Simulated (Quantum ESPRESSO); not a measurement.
# CaRhO3: which magnetic order is lowest

A self-consistent run ends on one state, which hangs on the start. Several orders of CaRhO3 are started in Quantum ESPRESSO and their energies compared.

Program: Quantum ESPRESSO 7.5. Level of theory: LDA with U = 2 eV on Rh d (ortho-atomic projectors); plane waves with GBRV 1.5 LDA potentials, no spin-orbit coupling. Results are calculated unless marked as measured.

## 1. The starting structure

Symmetry: Cmcm, No. 63, orthorhombic system. Conventional cell: a = 3.113 Å, b = 9.802 Å, c = 7.298 Å, α = 90.00°, β = 90.00°, γ = 90.00°. Nearest to Ca lie 8 O at 2.31 to 2.51 Å. Nearest to Rh lie 6 O at 1.97 to 2.03 Å. O has 2 Rh at 1.97 Å and 2 Ca at 2.31 Å nearest. O has 2 Rh at 2.03 Å and 3 Ca at 2.44 to 2.51 Å nearest. Farther neighbours and most contacts between anions are not listed.

The cell comes from Materials Project 2023-11-01, a database of computed structures, and need not be the stable phase.

## 2. Run 1, typed as ferro ++

The signs are those of the starting moments on the seeded atoms, the atoms that are given a moment.

Input file pw.in:

```
&CONTROL
  calculation = 'scf'
  prefix = 'pwscf'
  outdir = './tmp'
  pseudo_dir = './pseudo'
  disk_io = 'nowf'
/
&SYSTEM
  ibrav = 0
  nat = 10
  ntyp = 3
  ecutwfc = 40
  ecutrho = 280
  nbnd = 58
  occupations = 'smearing'
  smearing = 'fd'
  degauss = 0.00367493
  nspin = 2
  starting_magnetization(1) = 0
  starting_magnetization(2) = 0.0667
  starting_magnetization(3) = 0
/
&ELECTRONS
  conv_thr = 2d-08
  electron_maxstep = 150
  mixing_beta = 0.3
/
ATOMIC_SPECIES
Ca     40.0780 ca_lda_v1.uspp.F.UPF
Rh    102.9055 rh_lda_v1.4.uspp.F.UPF
O      15.9990 o_lda_v1.2.uspp.F.UPF
CELL_PARAMETERS angstrom
   1.5565709103   -4.9009609359    0.0000000000
   1.5565709103    4.9009609359    0.0000000000
   0.0000000000    0.0000000000    7.2975860801
ATOMIC_POSITIONS crystal
Ca      0.7498370300    0.2501629700    0.2500000000
Ca      0.2501629700    0.7498370300    0.7500000000
Rh      0.0000000000    0.0000000000    0.5000000000
Rh      0.0000000000    0.0000000000    0.0000000000
O       0.0755089500    0.9244910500    0.2500000000
O       0.9244910500    0.0755089500    0.7500000000
O       0.3734113300    0.6265886700    0.4478044100
O       0.6265886700    0.3734113300    0.5521955900
O       0.3734113300    0.6265886700    0.0521955900
O       0.6265886700    0.3734113300    0.9478044100
K_POINTS automatic
6 6 6 0 0 0
HUBBARD {ortho-atomic}
U Rh-4d 2.0000
```

The run is started by

```
> OMP_NUM_THREADS=1 mpirun -n 4 pw.x -nk 4 -in pw.in > pw.out
```

What it wrote:

```text
Program PWSCF v.7.5 starts

     Message from routine setup:
     using ibrav=0 with symmetry is DISCOURAGED, use correct ibrav instead

     K-points division:     npool     =       4
     Subspace diagonalization in iterative solution of the eigenvalue problem:

     G-vector sticks info
     --------------------
     sticks:   dense  smooth     PW     G-vecs:    dense   smooth      PW
     Sum        1211     691    235                59387    25645    5151

     Using Slab Decomposition

     bravais-lattice index     =            0
     lattice parameter (alat)  =       9.7174  a.u.
     unit-cell volume          =     751.3737 (a.u.)^3
     number of atoms/cell      =           10
     number of atomic types    =            3
     number of electrons       =        86.00
     number of Kohn-Sham states=           58
     kinetic-energy cutoff     =      40.0000  Ry
     charge density cutoff     =     280.0000  Ry
     scf convergence threshold =      2.0E-08
     mixing beta               =       0.3000
     number of iterations used =            8  plain     mixing
     Exchange-correlation= SLA  PZ   NOGX NOGC
                           (   1   1   0   0   0   0   0)
     Hubbard projectors: ortho-atomic
     Hubbard parameters of DFT+U (Dudarev formulation) in eV:
     U(Rh-4d) =  2.0000

     Internal variables: lda_plus_u =T, lda_plus_u_kind = 0

     Internal variables: orbital_resolved =F, hub_pot_fix =F, apply_U = F

     celldm(1)=   9.717370  celldm(2)=   0.000000  celldm(3)=   0.000000
     celldm(4)=   0.000000  celldm(5)=   0.000000  celldm(6)=   0.000000

     crystal axes: (cart. coord. in units of alat)
               a(1) = (   0.302705  -0.953084   0.000000 )
               a(2) = (   0.302705   0.953084   0.000000 )
               a(3) = (   0.000000   0.000000   1.419153 )

     reciprocal axes: (cart. coord. in units 2 pi/alat)
               b(1) = (  1.651775 -0.524612  0.000000 )
               b(2) = (  1.651775  0.524612 -0.000000 )
               b(3) = ( -0.000000  0.000000  0.704645 )

     PseudoPot. # 1 for Ca read from file:
     ca_lda_v1.uspp.F.UPF
     Pseudo is Ultrasoft + core correction, Zval = 10.0
     Generated by new atomic code, or converted to UPF format
     Using radial grid of  845 points,  6 beta functions with:
                l(1) =   0
                l(2) =   0
                l(3) =   1
                l(4) =   1
                l(5) =   2
                l(6) =   2
     Q(r) pseudized with  8 coefficients,  rinner =    1.500   1.500   1.500
                                                       1.500   1.500

     PseudoPot. # 2 for Rh read from file:
     rh_lda_v1.4.uspp.F.UPF
     Pseudo is Ultrasoft + core correction, Zval = 15.0
     Generated by new atomic code, or converted to UPF format
     Using radial grid of  969 points,  7 beta functions with:
                l(1) =   0
                l(2) =   0
                l(3) =   1
                l(4) =   1
                l(5) =   2
                l(6) =   2
                l(7) =   2
     Q(r) pseudized with  8 coefficients,  rinner =    1.200   1.200   1.200
                                                       1.200   1.200

     PseudoPot. # 3 for O  read from file:
     o_lda_v1.2.uspp.F.UPF
     Pseudo is Ultrasoft + core correction, Zval =  6.0
     Generated by new atomic code, or converted to UPF format
     Using radial grid of  737 points,  5 beta functions with:
                l(1) =   0
                l(2) =   0
                l(3) =   1
                l(4) =   1
                l(5) =   2
     Q(r) pseudized with  8 coefficients,  rinner =    0.900   0.900   0.900
                                                       0.900   0.900

     atomic species   valence    mass     pseudopotential
     Ca               10.00    40.07800     Ca( 1.00)
     Rh               15.00   102.90550     Rh( 1.00)
     O                 6.00    15.99900     O ( 1.00)

     Starting magnetic structure
     atomic species   magnetization
     Ca              0.000
     Rh              0.067
     O               0.000

      8 Sym. Ops., with inversion, found ( 4 have fractional translation)

   Cartesian axes

     site n.     atom                  positions (alat units)
         1        Ca     tau(   1) = (   0.3027046  -0.4762316   0.3547884  )
         2        Ca     tau(   2) = (   0.3027046   0.4762316   1.0643651  )
         3        Rh     tau(   3) = (   0.0000000   0.0000000   0.7095767  )
         4        Rh     tau(   4) = (   0.0000000   0.0000000   0.0000000  )
         5        O      tau(   5) = (   0.3027046   0.8091516   0.3547884  )
         6        O      tau(   6) = (   0.3027046  -0.8091516   1.0643651  )
         7        O      tau(   7) = (   0.3027046   0.2412994   0.6355032  )
         8        O      tau(   8) = (   0.3027046  -0.2412994   0.7836503  )
         9        O      tau(   9) = (   0.3027046   0.2412994   0.0740736  )
        10        O      tau(  10) = (   0.3027046  -0.2412994   1.3450799  )

     number of k points=    52  Fermi-Dirac smearing, width (Ry)=  0.0037
                       cart. coord. in units 2pi/alat
        k(    1) = (   0.0000000   0.0000000   0.0000000), wk =   0.0046296
        k(    2) = (   0.0000000   0.0000000   0.1174409), wk =   0.0092593
        k(    3) = (   0.0000000   0.0000000   0.2348818), wk =   0.0092593
        k(    4) = (   0.0000000   0.0000000  -0.3523227), wk =   0.0046296
        k(    5) = (   0.2752959   0.0874354   0.0000000), wk =   0.0185185
        [... 47 further k-points ...]

     Dense  grid:    59387 G-vectors     FFT dimensions: (  54,  54,  80)

     Smooth grid:    25645 G-vectors     FFT dimensions: (  40,  40,  60)

     Check: negative core charge=   -0.000002
     Generating pointlists ...
     new r_m :   0.1854 (alat units)  1.8018 (a.u.) for type    1
     new r_m :   0.1579 (alat units)  1.5347 (a.u.) for type    2
     new r_m :   0.1579 (alat units)  1.5347 (a.u.) for type    3

     Initial potential from superposition of free atoms

     starting charge      84.9904, renormalised to      86.0000

     negative rho (up, down):  5.659E-02 4.945E-02

     STARTING HUBBARD OCCUPATIONS:

     =================== HUBBARD OCCUPATIONS ===================
     ------------------------ ATOM    3 ------------------------
     Tr[ns(  3)] (up, down, total) =   5.00000  2.50000  7.50000
     Atomic magnetic moment for atom   3 =   2.50000
     [... lines left out ...]
     ------------------------ ATOM    4 ------------------------
     Tr[ns(  4)] (up, down, total) =   5.00000  2.50000  7.50000
     Atomic magnetic moment for atom   4 =   2.50000
     [... lines left out ...]
     Number of occupied Hubbard levels =   15.0000

     Atomic wfc used for Hubbard projectors are orthogonalized

     Starting wfcs are   68 randomized atomic wfcs

     Self-consistent Calculation

     iteration #  1     ecut=    40.00 Ry     beta= 0.30
     Davidson diagonalization with overlap
     ethr =  1.00E-02,  avg # of iterations =  2.0

     =================== HUBBARD OCCUPATIONS ===================
     ------------------------ ATOM    3 ------------------------
     Tr[ns(  3)] (up, down, total) =   3.54625  2.54912  6.09537
     Atomic magnetic moment for atom   3 =   0.99713
     [... lines left out ...]
     ------------------------ ATOM    4 ------------------------
     Tr[ns(  4)] (up, down, total) =   3.54625  2.54912  6.09537
     Atomic magnetic moment for atom   4 =   0.99713
     [... lines left out ...]
     Number of occupied Hubbard levels =   12.1907

     negative rho (up, down):  5.696E-02 5.422E-02

     total energy              =    -685.46728000 Ry
     estimated scf accuracy    <       4.11826367 Ry

     total magnetization       =     2.00 Bohr mag/cell
     absolute magnetization    =     2.24 Bohr mag/cell

     iteration #  2     ecut=    40.00 Ry     beta= 0.30
     Davidson diagonalization with overlap
     ethr =  4.79E-03,  avg # of iterations =  2.0

     negative rho (up, down):  5.656E-02 5.502E-02

     total energy              =    -686.31703463 Ry
     estimated scf accuracy    <       0.93400305 Ry

     total magnetization       =     1.58 Bohr mag/cell
     absolute magnetization    =     1.64 Bohr mag/cell

     iteration #  3     ecut=    40.00 Ry     beta= 0.30
     Davidson diagonalization with overlap
     ethr =  1.09E-03,  avg # of iterations =  2.0

     negative rho (up, down):  5.648E-02 5.689E-02

     total energy              =    -686.45361884 Ry
     estimated scf accuracy    <       0.09100994 Ry

     total magnetization       =     1.89 Bohr mag/cell
     absolute magnetization    =     1.95 Bohr mag/cell

     [... further iterations left out ...]

     iteration # 10     ecut=    40.00 Ry     beta= 0.30
     Davidson diagonalization with overlap
     ethr =  7.11E-09,  avg # of iterations =  2.0

     negative rho (up, down):  5.597E-02 6.049E-02

     total energy              =    -686.46931713 Ry
     estimated scf accuracy    <       0.00000168 Ry

     total magnetization       =     1.99 Bohr mag/cell
     absolute magnetization    =     2.02 Bohr mag/cell

     iteration # 11     ecut=    40.00 Ry     beta= 0.30
     Davidson diagonalization with overlap
     ethr =  1.95E-09,  avg # of iterations =  2.0

     negative rho (up, down):  5.597E-02 6.049E-02

     total energy              =    -686.46931740 Ry
     estimated scf accuracy    <       0.00000075 Ry

     total magnetization       =     1.99 Bohr mag/cell
     absolute magnetization    =     2.02 Bohr mag/cell

     iteration # 12     ecut=    40.00 Ry     beta= 0.30
     Davidson diagonalization with overlap
     ethr =  8.76E-10,  avg # of iterations =  2.0

     negative rho (up, down):  5.597E-02 6.049E-02

     total energy              =    -686.46931756 Ry
     estimated scf accuracy    <       0.00000003 Ry

     total magnetization       =     1.99 Bohr mag/cell
     absolute magnetization    =     2.02 Bohr mag/cell

     iteration # 13     ecut=    40.00 Ry     beta= 0.30
     Davidson diagonalization with overlap
     ethr =  3.32E-11,  avg # of iterations =  2.2

     negative rho (up, down):  5.597E-02 6.049E-02

     Magnetic moment per site  (integrated on atomic sphere of radius R)
     atom   1 (R=0.185)  charge=  7.5601  magn=  0.0055
     atom   2 (R=0.185)  charge=  7.5601  magn=  0.0055
     atom   3 (R=0.158)  charge= 10.4866  magn=  0.4297
     atom   4 (R=0.158)  charge= 10.4866  magn=  0.4297
     atom   5 (R=0.158)  charge=  5.3905  magn=  0.1740
     atom   6 (R=0.158)  charge=  5.3905  magn=  0.1740
     atom   7 (R=0.158)  charge=  5.3448  magn=  0.1149
     atom   8 (R=0.158)  charge=  5.3448  magn=  0.1149
     atom   9 (R=0.158)  charge=  5.3448  magn=  0.1149
     atom  10 (R=0.158)  charge=  5.3448  magn=  0.1149

     End of self-consistent calculation

     =================== HUBBARD OCCUPATIONS ===================
     ------------------------ ATOM    3 ------------------------
     Tr[ns(  3)] (up, down, total) =   3.91991  3.41199  7.33190
     Atomic magnetic moment for atom   3 =   0.50792
     [... lines left out ...]
     ------------------------ ATOM    4 ------------------------
     Tr[ns(  4)] (up, down, total) =   3.91991  3.41199  7.33190
     Atomic magnetic moment for atom   4 =   0.50792
     [... lines left out ...]
     Number of occupied Hubbard levels =   14.6638

     Number of k-points >= 100: set verbosity='high' to print the bands.

     the Fermi energy is    10.8305 ev

!    total energy              =    -686.46931757 Ry
     estimated scf accuracy    <          7.7E-09 Ry
     smearing contrib. (-TS)   =      -0.00195649 Ry
     internal energy E=F+TS    =    -686.46736107 Ry

     The total energy is F=E-TS. E is the sum of the following terms:
     one-electron contribution =    -183.43376003 Ry
     hartree contribution      =     145.38040490 Ry
     xc contribution           =    -126.16946262 Ry
     ewald contribution        =    -522.45346145 Ry
     Hubbard energy            =       0.20891812 Ry

     total magnetization       =     1.99 Bohr mag/cell
     absolute magnetization    =     2.02 Bohr mag/cell

     convergence has been achieved in  13 iterations

=------------------------------------------------------------------------------=
   JOB DONE.
=------------------------------------------------------------------------------=
```

The job ended after 79 s (4 MPI ranks of Intel Xeon 6975P-C (Granite Rapids), shared host; peak memory 1 GiB).

Spin moment in the atom's sphere by atom:

```csv
atom,spin moment in the atom's sphere (μB)
Ca1,0.005
Ca2,0.005
Rh3,0.430
Rh4,0.430
O5,0.174
O6,0.174
O7,0.115
O8,0.115
O9,0.115
O10,0.115
```

Read from the output:

* smearing term TS: 0.02662 eV
* magnetization: 1.987 μB
* absolute magnetization: 2.024 μB
* final state: ferromagnetic

[end of part 1 of 2]

[Logs and program files are shortened in this print: banners, set-up blocks, solver, clock and traceback lines can be left out without a mark of their own.]

[Logs are printed without paths, hosts, clocks, repeated set-up lines and the standing remarks that a program may print on its own settings, such as how far it seeks lower states.]

[Hosts, paths, dates, database ids (printed as entryN), source tags and the programs' standing remarks are cut or masked in the printed files.]

[Where a cell is said to come from a database of computed structures, the database is the Materials Project.]
